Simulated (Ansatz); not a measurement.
Rows from a G0W0 calculation on WSe2 (layered bulk) (P6_3/mmc) (Ansatz 0.2.0; G0W0 on PBEsol, plane waves, PAW; PAW set soft_1; 9×9×2 mesh, 468 empty bands, screening to 150 eV, PAW set soft_1 files), in eV. Spin-orbit coupling is left out.

```
row      Σx     Σc     Vxc     Z
  A  -14.35  -4.28  -18.87  0.76
  B  -19.36   1.10  -18.04  0.76
  C  -14.01  -4.22  -18.45  0.76
  D  -18.34   1.38  -16.49  0.78
  E  -19.48   0.25  -19.10  0.76
  F  -13.55  -3.67  -17.41  0.77
```

Q: Which rows are filled states and which are empty ones, and how can one tell?

Filled: B, D and E. Empty: A, C and F. The sign of Σc tells: for a filled state bare exchange, which holds its interaction with itself, lies below Vxc (Σx − Vxc is -0.4 eV or lower here) and screening gives part back as a positive Σc. For an empty state Σx lies above Vxc (+3.9 eV or more) and the Coulomb hole leaves Σc negative.

[Paths, hosts, dates, memory and timing lines, banners, echoed tables and standing remarks are left out of the program output.]

[Logs are printed without paths, hosts, clocks, repeated set-up lines and the standing remarks that a program may print on its own settings, such as how far it seeks lower states.]

[Runs of the session that timed out or met a known fault of the program may be left out.]

[Cells called generated may have been cut or substituted from an entry of the Crystallography Open Database or the Materials Project.]

[Hosts, paths, dates, database ids (printed as entryN), source tags and the programs' standing remarks are cut or masked in the printed files.]
